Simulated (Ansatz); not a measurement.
# Cl on Ag(100): change of the work function, part 2 of 3

How does Cl on the hollow site change the work function of Ag(100) as the layer fills?

Ansatz 0.2.0; plane-wave DFT, PBE, Ansatz PAW.

So far, work function, upper face (eV): step 2 (the clean slab) 4.24.

### Step 3. The covered slab, k-mesh 6×6×1, coverage 0.25 ML

System of this step: Cl/Ag(100). The cell holds 17 atoms: 16 Ag and 1 Cl. Cell: a = 5.784 Å, b = 5.784 Å, c = 25.741 Å, α = 90.0°, β = 90.0°, γ = 90.0°. Vacuum lies along c.

The clean slab as it ended is repeated in the plane and the adsorbate is set on one face; the cell's size fixes the coverage, and the k-mesh shrinks with it to keep the sampling density about even. Adsorbate and upper layers relax, since the dipole depends on the height.

Contents of input.yaml:

```yaml
crystal:
  lattice:
    - [5.7841334702, 0.0, 0.0]
    - [0.0, 5.7841334702, 0.0]
    - [0.0, 0.0, 25.7413565577]
  atoms:
    - { symbol: Ag, position: [0.25, 0.25, 0.3496319232] }
    - { symbol: Ag, position: [0.0, 0.0, 0.4290760658] }
    - { symbol: Ag, position: [0.25, 0.25, 0.5109673742] }
    - { symbol: Ag, position: [0.0, 0.0, 0.5915750099] }
    - { symbol: Ag, position: [0.25, 0.75, 0.3496319232] }
    - { symbol: Ag, position: [0.0, 0.5, 0.4290760658] }
    - { symbol: Ag, position: [0.25, 0.75, 0.5109673742] }
    - { symbol: Ag, position: [0.0, 0.5, 0.5915750099] }
    - { symbol: Ag, position: [0.75, 0.25, 0.3496319232] }
    - { symbol: Ag, position: [0.5, 0.0, 0.4290760658] }
    - { symbol: Ag, position: [0.75, 0.25, 0.5109673742] }
    - { symbol: Ag, position: [0.5, 0.0, 0.5915750099] }
    - { symbol: Ag, position: [0.75, 0.75, 0.3496319232] }
    - { symbol: Ag, position: [0.5, 0.5, 0.4290760658] }
    - { symbol: Ag, position: [0.75, 0.75, 0.5109673742] }
    - { symbol: Ag, position: [0.5, 0.5, 0.5915750099] }
    - { symbol: Cl, position: [0.25, 0.25, 0.6503680768] }
kpoints:
  mp_grid: { grid: [6, 6, 1] }
hamiltonian:
  xc: pbe
scf:
  occupations: { method: fermi_dirac, width: 0.1 }
  convergence: { dr2_threshold: 1.0e-08 }
efield:
  axis: 3
  dipole_correction: true
  ramp_position: 0.97
  ramp_width: 0.06
relax:
  f_tol: 0.02
  max_steps: 60
  constraints: [{ sites: [0, 1, 4, 5, 8, 9, 12, 13] }]
output:
  dos: { projected: true, e_range: [-8, 4] }
  write_potential: true
  write_density: true
  volumetric_format: npy
  elf: true
```

The run is started by

```bash
ansatz run input.yaml --threads 4 --pin off --max-ram 6144MiB --backend cpu --events-out ev --progress --plain --runs-dir out
```

Numbers of over 12 decimals in the logs are rounded to 6 here.

The log of the run:

```text
[...]
Crystal: 17 atoms, lattice volume = 861.208 Å³
Basis set: ecut = 420 eV, 16875 PW (Γ), exchange–correlation on 80×80×360 points (8 copies of the dense FFT grid, shifted against one another)
Bands: 187, of which v1, the nominal top of the filled ones, is band 156 counted from 1 (155 counted from 0)
Symmetry: 8 space group operations
[...]
k-points: 10 of 36
[...]
SCF iter   1: F=—  HF=-122526.219655 eV  |F-HF|=—  |Δ(HF+E_count)|=         —  Δρ=1.30e-3  dr2=1.53e-1  ethr=1.77e-3  p=-0.098 e·Å  D=-2.06e-2 V/Å  ΔV_dip=0.53 eV  dr2_dipole=6.32e-2  V_vac-E_F(+/−)=4.68/4.14 eV  ⟨swp⟩=6.8  Hψ=7564  notcnv=0  defer=107
[...]
SCF iter   9: F=-122526.230775 eV  HF=-122526.230775 eV  |F-HF|=1.69e-8  |Δ(HF+E_count)|=   1.64e-8  Δρ=4.72e-7  dr2=1.52e-9  ethr=3.22e-12  p=-0.064 e·Å  D=-1.35e-2 V/Å  ΔV_dip=0.35 eV  dr2_dipole=3.50e-11  V_vac-E_F(+/−)=4.57/4.23 eV  ⟨swp⟩=17.1  Hψ=14462  notcnv=0
SCF 1 converged in 9 iterations: F = -122526.230775 eV  dr2 = 1.52e-9
[...]
relax step   1: F+E_penalty+E_count = -122526.23077539 eV  Δ(F+E_penalty+E_count) = +0.000e0 eV  max|allowed force component| = 1.711e0 eV/Å  Δτ_max = 0.0000 Å  (9 SCF iters, accepted)
[...]
SCF iter   9: F=-122526.466377 eV  HF=-122526.466377 eV  |F-HF|=1.03e-8  |Δ(HF+E_count)|=   3.22e-8  Δρ=3.91e-7  dr2=1.43e-9  ethr=3.22e-12  p=-0.130 e·Å  D=-2.72e-2 V/Å  ΔV_dip=0.70 eV  dr2_dipole=2.79e-11  V_vac-E_F(+/−)=4.92/4.22 eV  ⟨swp⟩=13.8  Hψ=12532  notcnv=0
SCF 2 converged in 9 iterations: F = -122526.466377 eV  dr2 = 1.43e-9
relax step   2: F+E_penalty+E_count = -122526.46637737 eV  Δ(F+E_penalty+E_count) = -2.356e-1 eV  max|allowed force component| = 4.509e-1 eV/Å  Δτ_max = 0.1912 Å  (9 SCF iters, accepted)
SCF iter   1: F=—  HF=-122526.531383 eV  |F-HF|=—  |Δ(HF+E_count)|=         —  Δρ=1.16e-3  dr2=4.76e-2  ethr=1.69e-4  p=-0.130 e·Å  D=-2.72e-2 V/Å  ΔV_dip=0.70 eV  dr2_dipole=1.41e-2  V_vac-E_F(+/−)=4.93/4.23 eV  ⟨swp⟩=3.9  Hψ=3558  notcnv=0  defer=186
[...]
SCF iter   8: F=-122526.522025 eV  HF=-122526.522025 eV  |F-HF|=7.54e-9  |Δ(HF+E_count)|=   8.68e-8  Δρ=8.50e-7  dr2=9.69e-9  ethr=3.22e-12  p=-0.170 e·Å  D=-3.58e-2 V/Å  ΔV_dip=0.92 eV  dr2_dipole=6.04e-10  V_vac-E_F(+/−)=5.13/4.21 eV  ⟨swp⟩=13.1  Hψ=13749  notcnv=0
SCF 3 converged in 8 iterations: F = -122526.522025 eV  dr2 = 9.69e-9
relax step   3: F+E_penalty+E_count = -122526.52202458 eV  Δ(F+E_penalty+E_count) = -5.565e-2 eV  max|allowed force component| = 7.402e-2 eV/Å  Δτ_max = 0.1064 Å  (8 SCF iters, accepted)
SCF iter   1: F=—  HF=-122526.526019 eV  |F-HF|=—  |Δ(HF+E_count)|=         —  Δρ=3.70e-4  dr2=3.12e-3  ethr=1.72e-5  p=-0.170 e·Å  D=-3.58e-2 V/Å  ΔV_dip=0.92 eV  dr2_dipole=8.87e-4  V_vac-E_F(+/−)=5.13/4.21 eV  ⟨swp⟩=2.1  Hψ=3292  notcnv=0  defer=182
[...]
SCF iter   7: F=-122526.525051 eV  HF=-122526.525051 eV  |F-HF|=1.94e-9  |Δ(HF+E_count)|=   6.73e-8  Δρ=7.29e-7  dr2=9.48e-9  ethr=3.22e-12  p=-0.180 e·Å  D=-3.79e-2 V/Å  ΔV_dip=0.98 eV  dr2_dipole=5.53e-10  V_vac-E_F(+/−)=5.18/4.21 eV  ⟨swp⟩=13.0  Hψ=12547  notcnv=0
SCF 4 converged in 7 iterations: F = -122526.525051 eV  dr2 = 9.48e-9
relax step   4: F+E_penalty+E_count = -122526.52505122 eV  Δ(F+E_penalty+E_count) = -3.027e-3 eV  max|allowed force component| = 6.730e-3 eV/Å  Δτ_max = 0.0355 Å  (7 SCF iters, accepted)
NSCF: frozen V_eff on 10 k-points
[...]
SCF converged after 7 iterations
Free energy (F): -122526.525051 eV
[...]
Internal energy: -122526.363702 eV  (E = F + TS)
E sigma→0 (E₀):  -122526.444376 eV
Entropy (-TS):   -0.161350 eV (-9.491 meV/atom)
Fermi energy:    2.563284 eV
Dipole field:    D = -0.037865 V/Å  (p = -0.180214 e·Å, saw-weighted, corrected)
Work function:   Φ+ = 5.1831 eV   Φ− = 4.2084 eV
[...]
--- Forces (eV/Å), atoms counted from 1 ---
  atom   1  Ag    -0.00000000     0.00000000    -0.05573246
  atom   2  Ag    -0.04799675    -0.04799675     0.08030899
  atom   3  Ag    -0.00000000     0.00000000    -0.00672981
  atom   4  Ag    -0.00234655    -0.00234655    -0.00031944
  atom   5  Ag     0.00000000     0.00000000    -0.08174934
  atom   6  Ag    -0.04799675     0.04799675     0.08030899
  atom   7  Ag     0.00000000     0.00000000     0.00188745
  atom   8  Ag    -0.00234655     0.00234655    -0.00031944
  atom   9  Ag     0.00000000     0.00000000    -0.08174934
  atom  10  Ag     0.04799675    -0.04799675     0.08030899
  atom  11  Ag     0.00000000     0.00000000     0.00188745
  atom  12  Ag     0.00234655    -0.00234655    -0.00031944
  atom  13  Ag    -0.00000000     0.00000000    -0.09447064
  atom  14  Ag     0.04799675     0.04799675     0.08030899
  atom  15  Ag     0.00000000     0.00000000    -0.00072836
  atom  16  Ag     0.00234655     0.00234655    -0.00031944
  atom  17  Cl    -0.00000000     0.00000000    -0.00255637
  max |Σ_I F_I| component: 1.68e-5 eV/Å
--- Band table (eV; the first three rows and the last of 10) ---
  k-point 0: bands = [... 152 lower, 2.1742, 2.1915, 2.1915, 2.4684, 2.7190, 2.7190, 2.7328, 3.5745, ... 27 higher]
  k-point 1: bands = [... 152 lower, 1.4828, 2.3490, 2.3667, 2.7204, 2.9788, 3.1015, 3.6468, 4.0960, ... 27 higher]
  k-point 2: bands = [... 152 lower, 1.2152, 2.5500, 2.7949, 2.7956, 3.3260, 3.6623, 4.0292, 4.0495, ... 27 higher]
  k-point 9: bands = [... 152 lower, 0.8421, 1.2010, 1.2010, 1.5240, 2.7353, 3.0915, 3.0915, 3.4660, ... 27 higher]
--- Relaxed structure (4 steps of the walk, 4 accepted, 0 SCFs on fresh bases) ---
  F+E_penalty+E_count = -122526.52505122 eV   max|allowed force component| = 6.730e-3 eV/Å
  atoms:
    - { symbol: Ag, position: [0.250000, 0.250000, 0.349632] }
    - { symbol: Ag, position: [0.0, 0.0, 0.429076] }
    - { symbol: Ag, position: [0.250000, 0.250000, 0.509997] }
    - { symbol: Ag, position: [-0.00259223, -0.00259223, 0.592470] }
    - { symbol: Ag, position: [0.250000, 0.750000, 0.349632] }
    - { symbol: Ag, position: [0.0, 0.500000, 0.429076] }
    - { symbol: Ag, position: [0.250000, 0.750000, 0.511257] }
    - { symbol: Ag, position: [-0.00259223, 0.502592, 0.592470] }
    - { symbol: Ag, position: [0.750000, 0.250000, 0.349632] }
    - { symbol: Ag, position: [0.500000, 0.0, 0.429076] }
    - { symbol: Ag, position: [0.750000, 0.250000, 0.511257] }
    - { symbol: Ag, position: [0.502592, -0.00259223, 0.592470] }
    - { symbol: Ag, position: [0.750000, 0.750000, 0.349632] }
    - { symbol: Ag, position: [0.500000, 0.500000, 0.429076] }
    - { symbol: Ag, position: [0.750000, 0.750000, 0.513489] }
    - { symbol: Ag, position: [0.502592, 0.502592, 0.592470] }
    - { symbol: Cl, position: [0.250000, 0.250000, 0.663310] }
```

Elapsed: 2.6 min, on 4 threads of Arm Neoverse V2, shared host; peak memory 4 GiB.

This run has no spin polarisation although its electron count is odd.

Step by step:

```
step  energy less that of the first step (eV)  largest force component (eV/Å)
   1                                   0.0000                          1.7109
   2                                  -0.2356                          0.4509
   3                                  -0.2912                          0.0740
   4                                  -0.2943                          0.0067
```

Forces are held to the 8 operations that the run works with; a distortion that breaks them can't arise in this run.

The atoms that moved most (Å):

```
atom      dx      dy      dz  length
Cl17   0.000   0.000   0.333   0.333
Ag15   0.000   0.000   0.065   0.065
Ag16   0.015   0.015   0.023   0.031
 Ag8  -0.015   0.015   0.023   0.031
Ag12   0.015  -0.015   0.023   0.031
 Ag4  -0.015  -0.015   0.023   0.031
 Ag3   0.000   0.000  -0.025   0.025
Ag11   0.000   0.000   0.007   0.007
```

The relaxed structure:

```
Ag Cl
1.0
     5.78413    0.00000    0.00000
     0.00000    5.78413    0.00000
     0.00000    0.00000   25.74136
Ag Cl
16 1
Direct
  0.25000 0.25000 0.34963
  0.00000 0.00000 0.42908
  0.25000 0.25000 0.51000
  0.99741 0.99741 0.59247
  0.25000 0.75000 0.34963
  0.00000 0.50000 0.42908
  0.25000 0.75000 0.51126
  0.99741 0.50259 0.59247
  0.75000 0.25000 0.34963
  0.50000 0.00000 0.42908
  0.75000 0.25000 0.51126
  0.50259 0.99741 0.59247
  0.75000 0.75000 0.34963
  0.50000 0.50000 0.42908
  0.75000 0.75000 0.51349
  0.50259 0.50259 0.59247
  0.25000 0.25000 0.66331
```

This step gave:

| Quantity | Value |
| --- | --- |
| energy at zero smearing | -122526.4444 eV |
| work function, upper face | 5.183 eV |
| work function, lower face | 4.208 eV |
| dipole along the normal | -0.1802 e·Å |
| step between the vacuum levels | 0.9747 eV |

Running mean over 2.045 Å of the planar mean; the ramp of the sawtooth is left out. Electron's electrostatic potential energy less the Fermi level against z:

z (Å), electron's electrostatic potential energy less the Fermi level (eV) and a bar from the least value:
```
        4       4.21 ###########################
        5       4.20 ###########################
        6       4.16 ###########################
        7       3.61 ##########################
        8      -1.26 #############
        9      -5.67 #
       10      -5.98 
       11      -5.97 
       12      -5.49 #
       13      -5.81 
       14      -5.67 #
       15      -5.78 #
       16      -3.78 ######
       17       1.48 ####################
       18       3.72 ##########################
       19       5.08 ##############################
       20       5.18 ##############################
       21       5.18 ##############################
       22       5.18 ##############################
```

The density of states has structure finer than the step of the table below, so its rows give means over 0.5 eV, whole bins alone (the curve runs from -8 to 1.98 eV). Peaks (eV: height): -5.17: 84.1, -4.69: 105, -4.39: 87.4, -4.27: 72.0, -3.88: 74.7, -3.25: 77.6, -2.95: 85.6.

Density of states against energy, zero at the Fermi level; means over each step:

energy (eV), density of states (states/eV a cell) and a bar:
```
     -7.5          0 
     -7.0          1 
     -6.5          2 #
     -6.0         21 ###########
     -5.5         46 ########################
     -5.0         45 #######################
     -4.5         58 ##############################
     -4.0         54 ############################
     -3.5         58 ##############################
     -3.0         52 ###########################
     -2.5         10 #####
     -2.0          5 ###
     -1.5          3 ##
     -1.0          4 ##
     -0.5          4 ##
      0.0          5 ##
      0.5          5 ###
      1.0          4 ##
      1.5          6 ###
```

Projected DOS per atom over height of the atomic layer and energy from the Fermi level. Layers: Ag4 Ag4 Ag4 Ag4 Cl from below.

Ten even steps from '0' (0.00 states/eV) to '9' (4.33 states/eV), each cell a mean:
```
00000
00000
00000
00000
00000
00000
00000
00000
00001
00014
33443
98791
96783
95682
67764
56661
58742
15410
00000
00000
00000
00000
```
Columns: height of the atomic layer (Å) from 9 to 17.1 (not evenly spaced); rows upwards: energy from the Fermi level (eV) from -7.96 to 1.95.

Valence density in the ca plane at fractional y = 0.250, with atoms of Ag and Cl within 0.2 Å of it. It is the smooth field of the valence electrons, not physical close to the nuclei.

Ten steps, logarithmic in the rise over the least value, from '0' (0 e/Å³) to '9' (18 e/Å³), each cell a mean:
```
01221111111112221111110000000000000000000000
13554211111135542111100000000000000000000000
36887311011258974210000000000000000000000000
47998411001269985210000000000000000000000000
36887311011258874210000000000000000000000000
14554211111135542111100000000000000000000000
11221111111112221111110000000000000000000000
01111111111111111111111111000000000000000000
12332111111123431111111233210000000000000000
25775211111247763110112444421000000000000000
37997411001369985210013444431000000000000000
37997411001369985210013444431000000000000000
25775211111247763110112444421000000000000000
12332111111123321111111233210000000000000000
01111111111111111111111111000000000000000000
```
Columns run along c (16.0 Å, from fractional 0.32 to 0.94 of the cell), rows up along a (5.8 Å). Atoms in or near the plane, at fractional coordinates: Ag at (0.35, 0.25), Ag at (0.51, 0.25), Ag at (0.35, 0.75), Ag at (0.51, 0.75), Cl at (0.66, 0.25).

Electrostatic potential energy in the ca plane at fractional y = 0.250, with atoms of Ag and Cl within 0.2 Å of it. With pseudopotentials it is smooth inside the atoms' cores, unlike the true potential.

Ten even steps from '0' (-37 eV) to '9' (8 eV), each cell a mean:
```
98888999899988889998899999999999999999999999
86445899999874357999999999999999999999999999
62002699999741015899999999999999999999999999
51001589999720004899999999999999999999999999
62002699999741015899999999999999999999999999
86446899999874457999999999999999999999999999
98888999899988889998899999999999999999999999
99889999899998889998899999999999999999999999
87667899999986678999999877899999999999999999
74224799999852136899998511589999999999999999
62001589999720014899997100179999999999999999
62001589999720014899997100179999999999999999
74224799999852136899998511589999999999999999
97667899999986678999999877899999999999999999
99889999899998899998899999999999999999999999
```
Columns run along c (16.0 Å, from fractional 0.32 to 0.94 of the cell; values clipped at the 3rd and 97th percentile), rows up along a (5.8 Å). Atoms in or near the plane, at fractional coordinates: Ag at (0.35, 0.25), Ag at (0.51, 0.25), Ag at (0.35, 0.75), Ag at (0.51, 0.75), Cl at (0.66, 0.25).

ELF in the ca plane at fractional y = 0.250, with atoms of Ag and Cl within 0.2 Å of it. It is the smooth field of the valence electrons, not physical close to the nuclei.

Ten even steps from '0' (0.00) to '9' (0.87), each cell a mean:
```
12222221112222222211111112211000000000000000
23443211111124442211111000000000000000000000
35775311111246764221111000000000000000000000
36886321111258974222110000000000000000000000
35775311111246764221111000000000000000000000
23443211111224432211111000000000000000000000
12222221112222222211111112211000000000000000
11112221112221112211111356643100000000000000
22332211112223322111113799975310000000000000
24664211111245653111127999997410000000000000
36886321111258864211148966998520000000000000
36886321111258864211148966998520000000000000
24664211111235653111127999997410000000000000
22332211112223322111113799975310000000000000
11112221112221112211111356643100000000000000
```
Columns run along c (16.0 Å, from fractional 0.32 to 0.94 of the cell), rows up along a (5.8 Å). Atoms in or near the plane, at fractional coordinates: Ag at (0.35, 0.25), Ag at (0.51, 0.25), Ag at (0.35, 0.75), Ag at (0.51, 0.75), Cl at (0.66, 0.25).

The relaxation took 4 steps and lowered the energy by 0.29 eV; the largest force on the free atoms ends at 0.0067 eV/Å.

By hand: a sheet of dipoles makes a step −p/(ε₀A) in the electron's potential. With e/ε₀ = 180.95 V·Å, p = -0.1802 e·Å and A = 33.46 Å², that is −180.95 × (-0.1802) / 33.46 = +0.975 eV, and the two vacuum levels of the run differ by +0.975 eV.

The covered face has 5.18 eV, +0.94 eV against the clean one; the bare back face has moved by -0.03 eV, a measure of how thin the slab is.

(Continued in part 3 of 3.)

[Logs are printed without paths, hosts, clocks, repeated set-up lines and the standing remarks that a program may print on its own settings, such as how far it seeks lower states.]

[Hosts, paths, dates, database ids (printed as entryN), source tags and the programs' standing remarks are cut or masked in the printed files.]

[Maps of the electrostatic potential energy from Ansatz leave out the sawtooth potential of an applied field or a dipole correction, so their vacuum need not be flat; planar profiles and work functions include it.]

[The density of states shown here was stored with 400 of the rows of the run's finer table, so its peaks can read low, often by over a quarter, or be missed, and its means over a window can be off by a tenth or more.]
